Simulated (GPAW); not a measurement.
# Ballistic transport through pyrazine between two Ir chains, from relaxation to T(E), part 2 of 2

Aim: the conductance of pyrazine between two Ir chains after relaxation, and whether geometry, basis or functional moves it most.

GPAW 26.7.0; GPAW LCAO, PAW setups; relaxation of the junction within the symmetry of its start, lead ends held (the session's first sound run).

So far, transmission at the Fermi level (one spin): step 3 (double-zeta polarised basis, PBE, GPAW) 0.943; step 4 (basis szp(dzp), PBE, GPAW) 1.07; step 5 (basis sz(dzp), PBE, GPAW) 1.07; step 6 (LDA) 0.948.

### Step 7. The structure as built: geometry = "as built"

The dzp basis with PBE on the structure as first built shows what the relaxation was worth.

Contents of run.py:

```python
import json
import numpy as np
from ase import Atoms
from ase.transport.calculators import TransportCalculator
from gpaw import GPAW, FermiDirac
from gpaw.lcao.tools import get_lcao_hamiltonian
from scipy.linalg import eigh

# The junction with lead layers at both ends, along the third cell vector
device = Atoms(
    ['Ir', 'Ir', 'Ir', 'Ir', 'Ir', 'Ir', 'Ir', 'Ir', 'N', 'H', 'H', 'C', 'C', 'C', 'C', 'H', 'H', 'N', 'Ir', 'Ir', 'Ir', 'Ir', 'Ir', 'Ir', 'Ir', 'Ir'],
    positions=[
        [5.31574, 4.50000, 1.15000],
        [5.31574, 4.50000, 3.45000],
        [5.31574, 4.50000, 5.75000],
        [5.31574, 4.50000, 8.05000],
        [5.31574, 4.50000, 10.35000],
        [5.31574, 4.50000, 12.65000],
        [5.31574, 4.50000, 14.95000],
        [5.31574, 4.50000, 17.25000],
        [5.31574, 4.50000, 19.31000],
        [7.38147, 4.50000, 19.46845],
        [3.25000, 4.50000, 19.46845],
        [4.17383, 4.50000, 20.03522],
        [6.45764, 4.50000, 20.03522],
        [4.17383, 4.50000, 21.42043],
        [6.45764, 4.50000, 21.42043],
        [3.25000, 4.50001, 21.98720],
        [7.38147, 4.50000, 21.98720],
        [5.31574, 4.50000, 22.14565],
        [5.31574, 4.50000, 24.20565],
        [5.31574, 4.50000, 26.50565],
        [5.31574, 4.50000, 28.80565],
        [5.31574, 4.50000, 31.10565],
        [5.31574, 4.50000, 33.40565],
        [5.31574, 4.50000, 35.70565],
        [5.31574, 4.50000, 38.00565],
        [5.31574, 4.50000, 40.30565]],
    cell=[[10.63147, 0.0, 0.0], [0.0, 9.0, 0.0], [0.0, 0.0, 41.45565]],
    pbc=True)

# One principal layer of the lead: the first 5 atoms of the device
lead = Atoms(
    ['Ir', 'Ir', 'Ir', 'Ir', 'Ir'],
    positions=[
        [5.31574, 4.50000, 1.15000],
        [5.31574, 4.50000, 3.45000],
        [5.31574, 4.50000, 5.75000],
        [5.31574, 4.50000, 8.05000],
        [5.31574, 4.50000, 10.35000]],
    cell=[[10.63147, 0.0, 0.0], [0.0, 9.0, 0.0], [0.0, 0.0, 11.5]],
    pbc=True)

settings = dict(mode='lcao', basis='dzp', xc='PBE', h=0.18,
                occupations=FermiDirac(0.1), maxiter=250,
                mixer=dict(beta=0.1, nmaxold=8, weight=100.0),
                convergence=dict(density=0.0001))
energies = np.arange(-2, 2 + 1e-9, 0.025)
eta = 0.0001
n1, n2 = 1, 1
# k and -k transmit alike, so half of the mesh across the current serves
mesh = [(i, j) for i in range(n1) for j in range(n2) if (i, j) <= (-i % n1, -j % n2)]
weights = np.array([1 if (i, j) == (-i % n1, -j % n2) else 2 for i, j in mesh]) / (n1 * n2)


def ground_state(atoms, size, txt):
    atoms.calc = GPAW(kpts={'size': size, 'gamma': True}, symmetry={'tolerance': 1e-3}, txt=txt, **settings)
    atoms.get_potential_energy()
    return atoms.calc.get_fermi_level()


def blocks(atoms, fermi, points, nz, cells):
    """H - E_F S and S between cell 0 and the cells above it, at each point across the current."""
    kz = np.arange(nz) / nz
    calc = atoms.calc.fixed_density(kpts=[(*k, z) for k in points for z in kz], symmetry='off', txt=None)
    H, S = get_lcao_hamiltonian(calc)
    H = (H - fermi * S).reshape(len(H), len(points), nz, *S.shape[1:])
    S = S.reshape(H.shape[1:])
    phases = [np.exp(-2j * np.pi * kz * R) / nz for R in cells]
    return [(np.einsum('skzij,z->ksij', H, p), np.einsum('kzij,z->kij', S, p)) for p in phases]


def pair(a, b):
    return np.block([[a, b], [b.T.conj(), a]])


def count_channels(h, s, cells, nk=240):
    """Half the number of times that the lead's bands cross each energy, unfolded to its shortest repeat."""
    b = len(h) // cells
    bands = []
    for k in (np.arange(nk + 1) + 0.5) / nk:
        hk, sk = h[:b, :b].copy(), s[:b, :b].copy()
        for R in range(1, cells):
            phase, block = np.exp(2j * np.pi * k * R), slice(R * b, (R + 1) * b)
            hk += h[:b, block] * phase + (h[:b, block] * phase).T.conj()
            sk += s[:b, block] * phase + (s[:b, block] * phase).T.conj()
        w, u = eigh(sk)
        x = u[:, w > 1e-5] / w[w > 1e-5]**0.5  # drop near-dependent combinations
        bands.append(np.r_[eigh(x.T.conj() @ hk @ x, eigvals_only=True), [1e9] * (w <= 1e-5).sum()])
    below = np.array(bands)[:, :, None] < energies
    return (below[1:] != below[:-1]).sum((0, 1)) / 2


fermi_lead = ground_state(lead, (1, 1, 10), 'lead.txt')
fermi_device = ground_state(device, (1, 1, 2), 'device.txt')
T, channels, eigen, tail, misfit, shifts = [], [], [], 0.0, 0.0, []
for first in range(0, len(mesh), 164):
    points = [(i / n1, j / n2) for i, j in mesh[first:first + 164]]
    (H0k, S0k), (H1k, S1k), (H2k, _) = blocks(lead, fermi_lead, points, 5, range(3))
    [(Hk, Sk)] = blocks(device, fermi_device, points, 2, [0])
    tail = max(tail, abs(H2k).max())
    for H0, S0, H1, S1, H, S in zip(H0k, S0k, H1k, S1k, Hk, Sk):
        n = len(S0)
        # Shift the lead onto the potential of the device's first layer
        shift = ((H[:, 0, 0] - H0[:, 0, 0]) / S0[0, 0]).real.mean()
        shifts.append(shift)
        misfit = max(misfit, abs(H[:, :n, :n] - H0 - shift * S0).max())
        Tk, Ck, Ek = [], [], []
        for s in range(len(H)):
            t = s % len(H0)  # a lead without moments serves both spins
            h1, s1 = pair(H0[t] + shift * S0, H1[t] + shift * S1), pair(S0, S1)
            leads = dict(h1=h1, s1=s1, energies=energies, eta=eta, eta1=eta, eta2=eta)
            calc = TransportCalculator(h=H[s], s=S, eigenchannels=3, **leads)
            Tk.append(calc.get_transmission())
            Ek.append(np.sort(calc.eigenchannels_ne, axis=0)[::-1])
            Ck.append(count_channels(h1, s1, 10))
        T.append(Tk)
        channels.append(Ck)
        eigen.append(Ek)
T, channels = np.array(T), np.array(channels)
mean, open_channels = np.einsum('kse,k->se', T, weights), np.einsum('kse,k->se', channels, weights)

print(f'basis functions: device {len(S)}, principal layer {n}')
print(f'Fermi level: lead {fermi_lead:.4f} eV, device {fermi_device:.4f} eV; lead shifted by {np.mean(shifts):.4f} eV')
print(f'largest coupling past the next layer {tail:.2e} eV, largest misfit of the first layer {misfit:.3f} eV')
print('  E-E_F (eV)   ' + 'T (one spin)  channels')
for e, t, c in zip(energies, mean.T, open_channels.T):
    print(f'{e:10.3f}  ', *[f'{x:11.4e}' for x in t], *[f'{x:9.4f}' for x in c])

kT = 8.617333e-5 * 300
fine = np.linspace(energies[0], energies[-1], 4001)
both = np.exp(np.interp(fine, energies, np.log(np.maximum(mean.sum(0) * 2 / len(mean), 1e-30))))
fermi = lambda mu: 1 / (1 + np.exp(np.clip((fine - mu) / kT, -200, 200)))
slope = fermi(0) * (1 - fermi(0)) / kT
G = np.trapezoid(both * slope, fine) / 2
seebeck = -np.trapezoid(both * slope * fine, fine) / (2 * G * 300) * 1e6
print(f'conductance at 300 K: {G:.5g} G0 a cell; thermopower {seebeck:.4g} uV/K')
bias = [0.1, 0.2, 0.5, 1.0, 1.5, 2.0]
current = [38.74 * np.trapezoid(both * (fermi(V / 2) - fermi(-V / 2)), fine) for V in bias]
for V, I in zip(bias, current):
    print(f'current from the zero-bias T(E) at {V} V: {I:.5g} uA')
zero = abs(energies).argmin()
json.dump(dict(energies=energies.tolist(), T=mean.tolist(), channels=open_channels.tolist(), G=G, seebeck=seebeck,
               bias=bias, current=current, tail=tail, misfit=misfit, shift=np.mean(shifts), n_device=len(S), n_lead=n,
               fermi=[fermi_lead, fermi_device], energy=device.get_potential_energy(),
               moments=device.get_magnetic_moments().tolist(), mesh=mesh, weights=weights.tolist(),
               T_k=T[:, :, zero].tolist(), eigen=np.array(eigen[0]).tolist()), open('result.json', 'w'))
```

Launch:

```console
OMP_NUM_THREADS=1 OPENBLAS_NUM_THREADS=1 python run.py
```

Wall time 7.1 min (1 thread of Arm Neoverse V1, shared host); peak memory 2.5 GiB.

Numbers from this step:

- conductance: 0.8613 G₀
- largest coupling past the next principal layer: 1.48e-6 eV
- largest misfit of the first principal layer: 0.1584 eV
- shift that aligns the lead: -0.01663 eV
- transmission at the Fermi level (one spin): 0.8687

The conductance, 0.861 G₀, lies 8.0 % below that of the dzp run.

### Step 8. The ladder

Times are for 1 thread of Arm Neoverse V1, shared host. Results by setting:

```tsv
no.	run	conductance (G₀)	time	memory (GiB)
1	dzp	0.9357	6.9 min	2.5
2	szp	1.060	4.1 min	2.4
3	sz	1.060	2.9 min	2.3
4	dzp LDA	0.9393	5.8 min	2.5
5	asbuilt	0.8613	7.1 min	2.5
```

### Step 9. The levels side by side

The curves are compared point by point over the common energies.

This step: comparison of transmission and cost over codes, levels and geometry (GPAW 26.7.0).

Ladder, by row:

```tsv
step	code	T at the Fermi level (sum over the listed spins)	conductance (G0)	r.m.s. T(E) from the first	wall time (s)	peak memory (GiB)	threads
dzp	GPAW	0.9425	0.9357	0	414.5	2.46	1
szp	GPAW	1.071	1.06	0.1725	245.8	2.37	1
sz	GPAW	1.069	1.06	0.1911	174.2	2.28	1
dzp-LDA	GPAW	0.9478	0.9393	0.008441	349.5	2.46	1
asbuilt	GPAW	0.8687	0.8613	0.05102	426.6	2.46	1
```

The transmission, zone mean, sum over the listed spins by energy, zero at the Fermi level:

```tsv
energy (eV)	dzp	szp	sz	dzp-LDA	asbuilt
-2.0000	0.153	0.159	0.159	0.158	0.130
-1.7500	0.185	0.201	0.209	0.189	0.158
-1.5000	0.233	0.272	0.289	0.238	0.197
-1.2500	0.298	0.362	0.388	0.303	0.253
-1.0000	0.358	0.455	0.497	0.361	0.303
-0.7500	0.445	0.587	0.654	0.447	0.377
-0.5000	0.596	0.785	0.861	0.596	0.510
-0.2500	0.798	0.975	1.01	0.797	0.708
-0.1250	0.913	1.06	1.08	0.918	0.835
0.0000	0.943	1.07	1.07	0.948	0.869
0.2500	0.965	1.01	0.988	0.959	0.903
0.5000	1.01	0.942	0.895	1.00	0.972
0.6000	1.01	0.887	0.837	1.01	0.996
0.6250	1.01	0.872	0.822	1.01	1.00
0.7500	1.00	0.789	0.741	1.00	1.01
1.0000	0.921	0.630	0.609	0.933	0.960
1.2500	0.796	0.478	0.483	0.811	0.838
1.5000	0.616	0.324	0.343	0.623	0.638
1.7500	0.430	0.228	0.249	0.432	0.423
2.0000	0.00189	0.00215	8.3e-4	0.00156	0.00114
```

### Step 10. Other settings

One more run, with changed settings.

This step: GPAW LCAO, PAW setups; Landauer transmission from Green's functions with principal layers (ASE), zero bias (GPAW 26.7.0).

Changes to run.py since step 7:

```diff
@@ -19,14 +19,14 @@
         [5.31574, 4.50000, 14.95000],
-        [5.31574, 4.50000, 17.25000],
-        [5.31574, 4.50000, 19.31000],
-        [7.38147, 4.50000, 19.46845],
-        [3.25000, 4.50000, 19.46845],
-        [4.17383, 4.50000, 20.03522],
-        [6.45764, 4.50000, 20.03522],
-        [4.17383, 4.50000, 21.42043],
-        [6.45764, 4.50000, 21.42043],
-        [3.25000, 4.50001, 21.98720],
-        [7.38147, 4.50000, 21.98720],
-        [5.31574, 4.50000, 22.14565],
-        [5.31574, 4.50000, 24.20565],
+        [5.31574, 4.50000, 17.24690],
+        [5.31574, 4.50000, 19.29347],
+        [7.42637, 4.50000, 19.45715],
+        [3.20510, 4.50000, 19.45715],
+        [4.14791, 4.50000, 20.03524],
+        [6.48356, 4.50000, 20.03524],
+        [4.14791, 4.50000, 21.42041],
+        [6.48356, 4.50000, 21.42041],
+        [3.20510, 4.50001, 21.99850],
+        [7.42637, 4.50000, 21.99850],
+        [5.31574, 4.50000, 22.16218],
+        [5.31574, 4.50000, 24.20875],
         [5.31574, 4.50000, 26.50565],
@@ -54,3 +54,3 @@
 settings = dict(mode='lcao', basis='dzp', xc='PBE', h=0.18,
-                occupations=FermiDirac(0.1), maxiter=250,
+                occupations=FermiDirac(0.1), maxiter=75,
                 mixer=dict(beta=0.1, nmaxold=8, weight=100.0),
@@ -58,3 +58,3 @@
 energies = np.arange(-2, 2 + 1e-9, 0.025)
-eta = 0.0001
+eta = 0.2
 n1, n2 = 1, 1
```

Run time: 6.5 min. Hardware: 1 thread; peak memory 2.5 GiB.

The run finished. A setting was moved off its sound value on purpose, so it serves as a test and not as the result.

The fault put into the input: a broadening of tenths of an eV (eta = 0.2).

The two runs compared:

```tsv
quantity	this run	sound run	difference
conductance (G₀)	0.066210	0.93574	-0.870
transmission at the Fermi level (one spin)	0.066288	0.94250	-0.876
```

One result that differs is the transmission at the Fermi level (one spin), 0.0663 against 0.943.

### Step 11. Summary of results

* conductance: 0.936 G₀
* transmission at the Fermi level, mean of the spins: 0.943

**Reading.** In the dzp basis the junction conducts 0.936 G₀ at 300 K, with T = 0.943 a spin at the Fermi level; no smaller basis tried comes within 10 % of that conductance. Relaxation moved atoms by up to 0.046 Å and took the conductance from 0.861 to 0.936 G₀, as a ratio a smaller change than the step from dzp to the minimal basis. At the Fermi level the three most open eigenchannels pass 0.87, 0.037 and 0.024. Measured against the first run (dzp), the nearest curve is that of dzp-LDA (r.m.s. 0.0084) and the farthest that of sz (0.19). Over the compared runs wall time goes from 174 s (sz) to 427 s (asbuilt), on a shared host. The leads kept an estimated spacing and the cell its length, so the junction may be under some tension or compression. The geometry comes from the orbital basis, which tends to overbind, and kept the symmetry of the start, so a structure of lower symmetry may lie lower. The run had no spin polarisation, so a magnetic state, which chains and small molecules with open shells often have, wasn't tested. Spin-orbit coupling is left out, which matters for the heavy atoms here. Semilocal functionals put molecular levels too near the Fermi level, so such conductances usually come out too high, and chain electrodes have a sharper density of states than real ones. An evenly spaced straight chain is an idealisation: free chains tend to dimerise, zigzag or, where a band edge lies near the Fermi level, turn magnetic. The currents use the zero-bias T(E) throughout, which holds only while the bias is small against the distance to the nearest feature. The thermopower isn't quoted: it samples T(E) farther from the Fermi level than the conductance does, and the energy grid wasn't tested for it.

[Logs are printed without paths, hosts, clocks, repeated set-up lines and the standing remarks that a program may print on its own settings, such as how far it seeks lower states.]

[Hosts, paths, dates, database ids (printed as entryN), source tags and the programs' standing remarks are cut or masked in the printed files.]
